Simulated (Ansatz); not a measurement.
In doubt: one-shot GW on d or f shells is unsure (in some of the runs), so the values of those runs are not to be relied on.

Consider Cs2InAgCl6 (Fm-3m).

The structure is cubic, space group Fm-3m (No. 225). Conventional cell: a = 10.469 Å, b = 10.469 Å, c = 10.469 Å, α = 90.00°, β = 90.00°, γ = 90.00°. Nearest to Cs lie 12 Cl at 3.70 Å. Nearest to In lie 6 Cl at 2.51 Å. Nearest to Ag lie 6 Cl at 2.72 Å. Cl has 1 In at 2.51 Å and 1 Ag at 2.72 Å and 4 Cs at 3.70 Å nearest. Farther neighbours and most contacts between anions are not listed.

```yaml
crystal:
  lattice:
    - [0.00000, 5.23450, 5.23450]
    - [5.23450, 0.00000, 5.23450]
    - [5.23450, 5.23450, 0.00000]
  atoms:
    - { symbol: Cs, position: [0.25000, 0.25000, 0.25000] }
    - { symbol: Cs, position: [0.75000, 0.75000, 0.75000] }
    - { symbol: In, position: [0.00000, 0.00000, 0.00000] }
    - { symbol: Ag, position: [0.50000, 0.50000, 0.50000] }
    - { symbol: Cl, position: [0.76021, 0.23979, 0.23979] }
    - { symbol: Cl, position: [0.23979, 0.76021, 0.23979] }
    - { symbol: Cl, position: [0.23979, 0.76021, 0.76021] }
    - { symbol: Cl, position: [0.76021, 0.23979, 0.76021] }
    - { symbol: Cl, position: [0.23979, 0.23979, 0.76021] }
    - { symbol: Cl, position: [0.76021, 0.76021, 0.23979] }
```

The cell and positions come from the Crystallography Open Database and are kept as given unless a step says otherwise. Spin-orbit coupling is left out unless a run names it. PAW set soft_2, made with PBE.

Gaps computed with Ansatz 0.2.0 without a self-energy: LDA 0.90 eV and LDA+SOC 0.89 eV.

**Question.** Estimate the G0W0@LDA gap with 2×2×2 mesh, 1078 empty bands, screening to 140 eV, default PAW files.

About 2.56 eV: on its mesh the run moves the gap from 0.88 eV by +1.68 eV. Bands and cutoff are finite, so the gap is not at the basis limit. The miss can reach some tenths of an eV and take either sign; the mesh is an error of its own. The 2×2×2 mesh is coarse for this cell (its supercell is 15 Å along the shortest edge). The RPA ε∞ on it, from the LDA start, is 4.29; such meshes misread the long-range screening, most where the gap is narrow. A d shell, filled or nearly so, lies near the gap. One-shot GW converges very slowly in bands there, not always from below, and on a semilocal start the gap tends to come out low; starts rich in exact exchange can overshoot instead. The many-body steps are scalar-relativistic: spin-orbit coupling is not in them.

[Paths, hosts, dates, memory and timing lines, banners, echoed tables and standing remarks are left out of the program output.]

[Logs are printed without paths, hosts, clocks, repeated set-up lines and the standing remarks that a program may print on its own settings, such as how far it seeks lower states.]

[Runs of the session that timed out or met a known fault of the program may be left out.]

[Cells called generated may have been cut or substituted from an entry of the Crystallography Open Database or the Materials Project.]

[Hosts, paths, dates, database ids (printed as entryN), source tags and the programs' standing remarks are cut or masked in the printed files.]
